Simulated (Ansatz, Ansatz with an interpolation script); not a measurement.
# G0W0 band structure of WS2 (Tungstenite), part 2 of 2

Wanted: quasiparticle gap and band widths of WS2 (Tungstenite) over the whole zone.

Ansatz 0.2.0; LDA, Wannier functions and G0W0, plane waves, PAW. Known limits of the many-body steps: not at the basis limit; no spin-orbit coupling; coarse k mesh.

So far. Step 2 (LDA bands): The gap is indirect, with the least direct gap 0.74 eV higher. The pressure of -6 GPa says that this functional would shrink the cell; it is kept. Step 3 (Wannier functions (S:3p W:5d) on 12×12×4): Near the gap the model misses directly solved bands by 0.6 meV r.m.s. and by 4 meV at most in the window tested. This tests the starting bands, not the corrections carried with them.

The database entry behind the starting cell differs from later determinations by our own check (an axis about 1.4 % long against later determinations), so it need not match the best structure at ambient conditions.

## (4) G0W0 at every point of the mesh: 6×6×2 mesh, 456 empty bands, screening to 150 eV, PAW set soft_1 files

G0W0 replaces the xc potential by the self-energy, built once from these orbitals. Only a window of levels is corrected, while the sums run over the empty bands that the input names.

This step: G0W0 on LDA, plane waves, PAW; PAW set soft_1.

File input.yaml:

```yaml
crystal:
  lattice:
    - [3.18, 0.0, 0.0]
    - [-1.59, 2.753960784, 0.0]
    - [0.0, 0.0, 12.5]
  atoms:
    - { symbol: W, position: [0.3333333333, 0.6666666667, 0.25] }
    - { symbol: W, position: [0.6666666667, 0.3333333333, 0.75] }
    - { symbol: S, position: [0.3333333333, 0.6666666667, 0.625] }
    - { symbol: S, position: [0.6666666667, 0.3333333333, 0.125] }
    - { symbol: S, position: [0.3333333333, 0.6666666667, 0.875] }
    - { symbol: S, position: [0.6666666667, 0.3333333333, 0.375] }
kpoints:
  mp_grid: { grid: [6, 6, 2] }
hamiltonian:
  xc: lda
  pseudopotentials: { kind: paw, azcp: { folder: soft_1 }, xc_functional: pbe }
scf:
  occupations: { method: fixed }
gw:
  n_empty_bands: 456
  ecut_chi: 150.0
  qp_bands: [v14, c6]
  screening: { model: contour_deformation }
```

Launch:

```bash
$ ansatz run input.yaml --threads 3 --pin off --max-ram 92160MiB --backend cuda --events-out ev --progress --plain --runs-dir out --devices 1 --max-vram 13GiB
```

Numbers of over 12 decimals in the logs are rounded to 6 here.

Output:

```text
GPUs: using 1 of 1 available (devices: 1).
[...]
GPU FFT provider: cuFFT
GPU libraries: cuBLAS 13.8.2, cuFFT 12.4.0, cuSOLVER 12.3.4
Crystal: 6 atoms, lattice volume = 109.470 Å³
Basis set: ecut = 420 eV, 2129 PW (Γ)
Bands: 32, of which v1, the nominal top of the filled ones, is band 26 counted from 1 (25 counted from 0)
Symmetry: 24 space group operations
[...]
k-points: 14 of 72
[...]
GPU buffer pool allocated for 51840 grid points (all kernels)
[...]
SCF iter   1: F=—  HF=-23745.897401 eV  |F-HF|=—  |Δ(HF+E_count)|=         —  Δρ=3.91e-2  dr2=3.01e0  ethr=3.10e-3  ⟨swp⟩=5.2  Hψ=1988  notcnv=0  defer=26
[...]
SCF iter   8: F=-23744.967226 eV  HF=-23744.967226 eV  |F-HF|=9.41e-9  |Δ(HF+E_count)|=   5.53e-7  Δρ=7.73e-6  dr2=7.61e-8  ethr=1.92e-10  ⟨swp⟩=6.1  Hψ=2178  notcnv=0
SCF 1 converged in 8 iterations: F = -23744.967226 eV  dr2 = 7.61e-8
[...]
NSCF: frozen V_eff on 14 k-points, pencils in batches of 32, up to order 128
[...]
G₀W₀ screening: q 1/14
[... further progress lines ...]
SCF converged after 8 iterations
Free energy (F): -23744.967226 eV
[...]
Internal energy: -23744.967226 eV  (E = F + TS)
E sigma→0 (E₀):  -23744.967226 eV
Fermi energy:    10.940062 eV
[...]
--- Band table (eV; the first three rows and the last of 14) ---
  k-point 0: bands = [... 22 lower, 8.6804, 9.4215, 9.7934, 10.9401, 13.1679, 13.1679, 13.1757, 13.1757, ... 2 higher]
  k-point 1: bands = [... 22 lower, 8.6592, 8.6592, 10.6343, 10.6343, 13.1651, 13.1651, 13.1651, 13.1651, ... 2 higher]
  k-point 2: bands = [... 22 lower, 8.6451, 9.5129, 9.7333, 10.1260, 12.4627, 12.9256, 12.9845, 13.1234, ... 2 higher]
  k-point 13: bands = [... 22 lower, 7.9425, 7.9425, 10.2569, 10.2569, 12.0703, 12.0703, 13.4999, 13.4999, ... 2 higher]
--- G₀W₀: contour deformation, 7 samples at zero and on the imaginary axis and 3 off it, 72 q-points, 456 empty bands' worth ---
  eigenvalues of the whole cell's RPA ε∞ on this k-mesh (on a slab, of 1 + 4πα/V) = 5.7509, 14.3496, 14.3496; static W/v taken at q = 0 is 0.071654
  bands read: the sum over 482 bands ends inside a degenerate multiplet in 2 slots, whose members it reads at an even weight; the widest, k=1: bands 481 to 484 (counted from 1) at 2/4 each
    ik  band        ε_KS         Σx   Σc(E_QP)       V_xc       Z   E_QP_lin       E_QP  E_QP is
     0    13      3.4552   -18.9839     4.5862   -14.2135  0.6759     3.2711     3.2709  root
     0    14      4.4026   -19.6020     4.0417   -15.3835  0.7004     4.2245     4.2258  root
     0    15      7.2409   -17.3997     2.8660   -14.1074  0.7094     6.8091     6.8146  root
     0    16      7.4076   -20.3716     2.3611   -17.8828  0.7164     7.2794     7.2799  root
     0    17      7.4076   -20.3716     2.3611   -17.8828  0.7164     7.2794     7.2799  root
     0    18      7.4187   -20.3709     2.3464   -17.8999  0.7168     7.2936     7.2941  root
     0    19      7.4187   -20.3709     2.3464   -17.8999  0.7168     7.2936     7.2941  root
     0    20      8.6380   -20.2373     1.5346   -18.5295  0.7484     8.4642     8.4648  root
     0    21      8.6380   -20.2373     1.5346   -18.5295  0.7484     8.4642     8.4648  root
     0    22      8.6804   -20.2845     1.4990   -18.6199  0.7492     8.5143     8.5148  root
     0    23      8.6804   -20.2845     1.4990   -18.6199  0.7492     8.5143     8.5148  root
     0    24      9.4215   -18.6605     1.9641   -16.2755  0.7512     8.9975     9.0007  root
     0    25      9.7934   -18.1013     0.8276   -17.2195  0.7477     9.7392     9.7392  root
     0    26     10.9401   -19.4204     0.3353   -19.0463  0.7520    10.9012    10.9012  root
[...]
13    28     12.0703   -15.6812    -4.0028   -20.1829  0.7532    12.5730    12.5692  root
    13    29     13.4999   -11.9001    -4.6621   -17.0685  0.7588    14.0118    14.0063  root
    13    30     13.4999   -11.9001    -4.6621   -17.0685  0.7588    14.0118    14.0063  root
    13    31     14.2863   -14.8352    -5.2176   -20.4930  0.7102    14.7350    14.7264  root
    13    32     14.2863   -14.8352    -5.2176   -20.4930  0.7102    14.7350    14.7264  root
```

Elapsed: 2.2 min, on 1 × NVIDIA H100 80GB HBM3 (shared by 6 runs) with 3 threads of AMD EPYC 7R13 (Zen 3), shared host; peak memory 1.6 GiB.

Numbers from this step:

```yaml
bands_summed: 482
rpa_eps_infinity_on_this_mesh_eigenvalues: 5.751, 14.35, 14.35
plane_waves_in_the_screening_matrix: 463
q_points_in_the_mesh: 72
g0w0_gap_on_the_mesh: 1.402 eV
k_of_the_valence_top: 0, 0, 0
k_of_the_conduction_bottom: 0.1667, 0.1667, 0
starting_gap_on_the_mesh: 0.9716 eV
z_at_the_valence_top: 0.7520
z_at_the_conduction_bottom: 0.7640
least_direct_g0w0_gap_on_the_computed_points: 2.216 eV
```

The gap on the mesh goes from 0.97 eV to 1.40 eV, a correction of +0.43 eV. Between the two edge states, bare exchange in place of the xc potential would open the gap by 4.66 eV, and correlation takes back 4.23 eV.

## (5) Interpolating the corrections

A script adds the corrections, carried to the Wannier functions and back, to the LDA levels, along the path and on a 26×26×4 mesh.

- G0W0 gap over the zone: 1.401 eV
- valence top at: Γ
- starting gap over the zone: 0.965 eV
- least direct G0W0 gap: 2.216 eV
- G0W0 gap on the mesh: 1.402 eV
- valence width, start: 7.485 eV
- valence width, G0W0: 7.630 eV
- gap by a rigid shift: 1.396 eV

Levels solved directly plus the interpolated quasiparticle correction. Limits: finite bands, cutoff and mesh; no spin-orbit coupling. The quasiparticle bands at the labelled points (eV, zero at the valence-band top of each set):

| point | band 23 | band 24 | band 25 | band 26 | band 27 | band 28 |
| --- | --- | --- | --- | --- | --- | --- |
| Γ | -2.39 | -1.90 | -1.16 | 0.00 | 2.75 | 2.75 |
| halfway | -2.83 | -2.19 | -1.61 | -1.48 | 1.74 | 2.29 |
| M | -2.29 | -2.11 | -1.85 | -1.63 | 2.77 | 2.81 |
| halfway | -3.22 | -2.92 | -1.27 | -1.01 | 2.30 | 2.38 |
| K | -3.20 | -3.20 | -0.74 | -0.55 | 1.67 | 1.67 |
| halfway | -2.44 | -2.14 | -1.57 | -1.51 | 1.40 | 2.25 |
| Γ | -2.39 | -1.90 | -1.16 | 0.00 | 2.75 | 2.75 |
| halfway | -2.39 | -2.39 | -0.78 | -0.09 | 2.74 | 2.74 |
| A | -2.41 | -2.41 | -0.35 | -0.35 | 2.74 | 2.74 |
| halfway | -2.61 | -2.61 | -1.53 | -1.53 | 2.17 | 2.17 |
| L | -2.20 | -2.20 | -1.72 | -1.72 | 2.79 | 2.79 |
| halfway | -3.13 | -3.13 | -1.13 | -1.13 | 2.34 | 2.34 |
| H | -3.33 | -3.33 | -0.65 | -0.65 | 1.67 | 1.67 |
| halfway | -2.34 | -2.34 | -1.54 | -1.54 | 1.80 | 1.80 |
| A | -2.41 | -2.41 | -0.35 | -0.35 | 2.74 | 2.74 |
| jump to L | -2.20 | -2.20 | -1.72 | -1.72 | 2.79 | 2.79 |
| halfway | -2.26 | -2.14 | -1.81 | -1.65 | 2.78 | 2.80 |
| M | -2.29 | -2.11 | -1.85 | -1.63 | 2.77 | 2.81 |
| jump to H | -3.33 | -3.33 | -0.65 | -0.65 | 1.67 | 1.67 |
| halfway | -3.26 | -3.26 | -0.72 | -0.58 | 1.67 | 1.67 |
| K | -3.20 | -3.20 | -0.74 | -0.55 | 1.67 | 1.67 |

The same for LDA:

```csv
point,band 23,band 24,band 25,band 26,band 27,band 28
Γ,-2.26,-1.52,-1.15,0.00,2.23,2.23
M,-1.97,-1.81,-1.66,-1.50,2.15,2.19
K,-2.86,-2.86,-0.76,-0.59,1.13,1.13
Γ,-2.26,-1.52,-1.15,0.00,2.23,2.23
A,-2.28,-2.28,-0.31,-0.31,2.23,2.23
L,-1.89,-1.89,-1.56,-1.56,2.17,2.17
H,-3.00,-3.00,-0.68,-0.68,1.13,1.13
A,-2.28,-2.28,-0.31,-0.31,2.23,2.23
L,-1.89,-1.89,-1.56,-1.56,2.17,2.17
M,-1.97,-1.81,-1.66,-1.50,2.15,2.19
H,-3.00,-3.00,-0.68,-0.68,1.13,1.13
K,-2.86,-2.86,-0.76,-0.59,1.13,1.13
```

Minima of the lowest conduction band, from levels solved directly at the displaced points, plus the interpolated correction; masses are left empty at degenerate points, on flat bands and where the interpolated correction rules the curvature; G0W0 masses are rough. Conduction valleys, by row:

| point | k (reciprocal lattice) | valleys in the zone | G0W0 level above the valence top (eV) | LDA level above the valence top (eV) | G0W0 principal masses (m_e) | LDA principal masses (m_e) |
| --- | --- | --- | --- | --- | --- | --- |
| - | 0.171 0.172 0.000 | 6 | 1.401 | 0.965 | 0.479 0.548 0.570 | 0.499 0.546 0.586 |
| K | 0.333 0.333 0.000 | 2 | 1.667 | 1.13 | - | - |

Second differences of levels solved directly at the displaced points, plus the interpolated correction, at the quasiparticle band edges; no spin-orbit coupling; left empty where the band is flat or the interpolated correction rules the curvature. Effective masses, by row:

```csv
carrier,point,Cartesian direction,band,LDA mass (m_e),G0W0 mass (m_e)
hole,Γ,100,26,0.631,0.658
hole,Γ,010,26,0.631,0.626
hole,Γ,001,26,0.829,0.67
hole,Γ,110,26,0.631,0.641
hole,Γ,111,26,0.685,0.651
electron,0.171 0.172 0.000,100,27,0.573,0.551
electron,0.171 0.172 0.000,010,27,0.552,0.562
electron,0.171 0.172 0.000,001,27,0.496,0.476
electron,0.171 0.172 0.000,110,27,0.547,0.567
electron,0.171 0.172 0.000,111,27,0.529,0.533
```

The density of states has structure finer than the step of the table below, so its rows give means over 0.5 eV, whole bins alone (the curve runs from -9 to 2.7 eV). Peaks (eV: height): G0W0 -6.60: 5.44, -5.20: 6.21, -4.20: 7.61, -3.10: 8.56, -1.50: 5.27; LDA -6.40: 5.61, -4.90: 6.42, -4.00: 7.68, -2.80: 7.49, -1.50: 5.96, 2.10: 9.13.

Wannier model on a dense mesh, Gaussian width 0.15 eV. Limits: finite bands, cutoff and mesh; no spin-orbit coupling. Table of density of states by energy, zero at the valence-band top of each set; means over each step; values in states/eV/cell:

| energy (eV) | G0W0 | LDA |
| --- | --- | --- |
| -8.5 | 0 | 0 |
| -8.0 | 0.00328 | 1.3e-4 |
| -7.5 | 0.664 | 0.181 |
| -7.0 | 2.84 | 1.98 |
| -6.5 | 4.92 | 4.53 |
| -6.0 | 3.60 | 4.02 |
| -5.5 | 4.40 | 3.25 |
| -5.0 | 5.06 | 5.60 |
| -4.5 | 4.89 | 3.83 |
| -4.0 | 4.85 | 6.21 |
| -3.5 | 3.81 | 3.50 |
| -3.0 | 7.26 | 5.18 |
| -2.5 | 4.52 | 6.03 |
| -2.0 | 2.06 | 3.67 |
| -1.5 | 4.40 | 4.94 |
| -1.0 | 2.10 | 2.41 |
| -0.5 | 0.543 | 0.564 |
| 0.0 | 0.0782 | 0.0867 |
| 0.5 | 1.3e-4 | 0.00160 |
| 1.0 | 0.00512 | 0.650 |
| 1.5 | 0.780 | 3.32 |
| 2.0 | 3.29 | 7.90 |

Corrections by starting level (eV, on the run's own energy scale, so only their differences matter):

| start | correction |
| --- | --- |
| -7.49 | −0.18 |
| -6.45 | −0.18 |
| -5.87 | −0.31 |
| -5.01 | −0.26 |
| -4.51 | −0.16 |
| -3.79 | −0.27 |
| -3.32 | −0.33 |
| -2.85 | −0.19 |
| -2.28 | −0.17 |
| -1.89 | −0.35 |
| -1.20 | −0.07 |
| -0.58 | −0.003 |
| 0.97 | +0.39 |
| 1.61 | +0.44 |
| 2.07 | +0.56 |
| 2.24 | +0.47 |
| 2.56 | +0.51 |
| 3.35 | +0.44 |

## (6) LDA+SOC bands, for comparison

The many-body steps leave out spin-orbit coupling, so its effect is taken from a two-component run, with twice the bands.

This step: DFT, LDA with spin-orbit coupling, plane waves, PAW; PAW set soft_1.

Edit input.yaml of step 4 so:

```diff
@@ -14,11 +14,20 @@
   mp_grid: { grid: [6, 6, 2] }
+  band_path:
+    path:
+      - [[0.0, 0.0, 0.0], [0.5, 0.0, 0.0], [0.33333333, 0.33333333, 0.0], [0.0, 0.0, 0.0], [0.0, 0.0, 0.5], [0.5, 0.0, 0.5], [0.33333333, 0.33333333, 0.5], [0.0, 0.0, 0.5]]
+      - [[0.5, 0.0, 0.5], [0.5, 0.0, 0.0]]
+      - [[0.33333333, 0.33333333, 0.5], [0.33333333, 0.33333333, 0.0]]
+    npoints: 10
 hamiltonian:
   xc: lda
-  pseudopotentials: { kind: paw, azcp: { folder: soft_1 }, xc_functional: pbe }
+  pseudopotentials: { kind: paw_fr, azcp: { folder: soft_1 }, xc_functional: pbe }
 scf:
-  occupations: { method: fixed }
-gw:
-  n_empty_bands: 456
-  ecut_chi: 150.0
-  qp_bands: [v14, c6]
-  screening: { model: contour_deformation }
+  occupations: { method: fermi_dirac, width: 0.02 }
+  n_extra_bands: 12
+magnetization:
+  noncollinear: true
+  spin_orbit: true
+output:
+  eigenvalues: true
+  forces: true
+  stress: true
```

Output:

```text
[...]
GPUs: using 1 of 1 available (devices: 1).
[...]
non-collinear run that drives no moment, with spin-orbit: no starting moment large enough to seed its density (crystal.atoms[].spin), no starting occupations that ask for one, no magnetisation constraint and no magnetic field, so the semilocal B_xc is pinned to zero
[...]
GPU FFT provider: cuFFT
GPU libraries: cuBLAS 13.8.2, cuFFT 12.4.0, cuSOLVER 12.3.4
Crystal: 6 atoms, lattice volume = 109.470 Å³
Basis set: ecut = 420 eV, 2129 PW (Γ)
Bands: 64, of which v1, the nominal top of the filled ones, is band 52 counted from 1 (51 counted from 0)
Symmetry: 24 space group operations + 24 with time reversal
[...]
k-points: 14 of 72
Projection manifold: j_resolved (fully-relativistic pseudo-atomic orbitals)
[...]
GPU buffer pool allocated for 51840 grid points (all kernels)
[...]
SCF iter   1: F=—  HF=-23793.215862 eV  |F-HF|=—  |Δ(HF+E_count)|=         —  Δρ=3.99e-2  dr2=3.01e0  dr2_m=0.00e0 (ungated)  ethr=3.10e-3  |M|=0.00e0 ∫|m|=0.00e0 μB  |m|>n=0.0e0 m-floor=0.0e0 τ_xc=0.0e0  β_m=0.30  ⟨swp⟩=7.1  Hψ=2415  notcnv=0
[...]
spin=Noncollinear: Resta preconditioning applied to the charge; magnetization (m_x, m_y, m_z) channels mix plain (no charge-response kernel on spin).
[...]
Absolute magnetization: 0.0000 μB (∫|m|)
  site 0: m = (+0.0000, +0.0000, +0.0000) μB, |m| = 0.0000 μB  (R = 0.99 Å)
  site 1: m = (+0.0000, +0.0000, +0.0000) μB, |m| = 0.0000 μB  (R = 0.99 Å)
  site 2: m = (+0.0000, +0.0000, +0.0000) μB, |m| = 0.0000 μB  (R = 0.99 Å)
  site 3: m = (+0.0000, +0.0000, +0.0000) μB, |m| = 0.0000 μB  (R = 0.99 Å)
  site 4: m = (+0.0000, +0.0000, +0.0000) μB, |m| = 0.0000 μB  (R = 0.99 Å)
  site 5: m = (+0.0000, +0.0000, +0.0000) μB, |m| = 0.0000 μB  (R = 0.99 Å)
Free energy (F): -23792.261363 eV
[...]
Internal energy: -23792.261363 eV  (E = F + TS)
E sigma→0 (E₀):  -23792.261363 eV
Fermi energy:    11.404018 eV
[...]
--- Forces (eV/Å), atoms counted from 1 ---
  atom   1  W     -0.00000000     0.00000000    -0.00000000
  atom   2  W      0.00000000    -0.00000000     0.00000000
  atom   3  S      0.00000000     0.00000000     0.34666459
  atom   4  S      0.00000000    -0.00000000     0.34666459
  atom   5  S     -0.00000000     0.00000000    -0.34666459
  atom   6  S     -0.00000000    -0.00000000    -0.34666459
  max |Σ_I F_I| component: 4.05e-18 eV/Å
--- Stress (GPa, compression-positive) ---
       -6.256433       0.000000       0.000000
        0.000000      -6.256433       0.000000
        0.000000       0.000000      -4.293414
  P = ⅓ Tr σ = -5.6021 GPa (-56.021 kbar)
--- Band table (eV; the first three rows and the last of 14) ---
  k-point 0: bands = [... 48 lower, 9.8330, 9.8330, 10.9602, 10.9602, 13.0880, 13.0880, 13.1063, 13.1063, ... 8 higher]
  k-point 1: bands = [... 48 lower, 10.6540, 10.6540, 10.6540, 10.6540, 13.0941, 13.0941, 13.0941, 13.0941, ... 8 higher]
  k-point 2: bands = [... 48 lower, 9.7563, 9.7563, 10.1440, 10.1440, 12.4262, 12.4262, 12.8602, 12.8602, ... 8 higher]
  k-point 13: bands = [... 48 lower, 10.0521, 10.0521, 10.4796, 10.4796, 12.0350, 12.0350, 12.0657, 12.0657, ... 8 higher]
[key lines of the parts left out:]
SCF converged after 9 iterations
Magnetization: |M| = 0.0000 μB,  M = (+0.0000, +0.0000, +0.0000) μB
```

Wall time 8.7 s (1 × NVIDIA H100 80GB HBM3 (shared by 6 runs) with 3 threads); peak memory 1.3 GiB.

This step gave:

* pressure: -5.602 GPa
* filled bands: 52
* gap: 0.9236 eV
* valence top at: Γ
* conduction bottom at: k = (0.167, 0.167, 0.000)
* least direct gap: 1.520 eV

The gap stands −0.05 eV against LDA.

## (7) Summary of results

```yaml
lda_gap: 0.96 eV
g0w0_gap_over_the_zone: 1.40 eV, indirect
least_direct_g0w0_gap_in_the_model: 2.22 eV
with_the_spin_orbit_change: 1.35 eV
gw_settings: 6×6×2 mesh, 456 empty bands, screening to 150 eV, PAW set soft_1 files
known_limits: not at the basis limit; no spin-orbit coupling; coarse k mesh
```

The Wannier model follows the LDA bands to under 1 meV r.m.s. near the gap. The G0W0 gap over the zone is 1.40 eV, indirect, from Γ to k = (0.171, 0.172, 0.000); on the mesh alone it is 1.40 eV, nearly the same. The valence width in the model goes from 7.48 eV to 7.63 eV. At the band edge the lightest electron mass is 0.50 m_e at the start and 0.48 m_e in G0W0; the G0W0 masses rest on corrections from the 6×6×2 mesh alone and are rough. LDA+SOC gives a gap of 0.92 eV on the same path, a spin-orbit change of −0.05 eV that would bring the G0W0 gap to 1.35 eV. Bands and cutoff are finite, so the gap is not at the basis limit. The miss can reach some tenths of an eV and take either sign; the mesh is an error of its own. Above the frozen window of the model the interpolated levels need not meet the computed ones, even at points of the mesh. The 6×6×2 mesh is coarse for this cell (its supercell is 19 Å along the shortest edge). The RPA ε∞ on it, from the LDA start, is 5.75 and 14.35; such meshes misread the long-range screening, most where the gap is narrow.

[Paths, hosts, dates, memory and timing lines, banners, echoed tables and standing remarks are left out of the program output.]

[Logs are printed without paths, hosts, clocks, repeated set-up lines and the standing remarks that a program may print on its own settings, such as how far it seeks lower states.]

[Runs of the session that timed out or met a known fault of the program may be left out.]

[Hosts, paths, dates, database ids (printed as entryN), source tags and the programs' standing remarks are cut or masked in the printed files.]
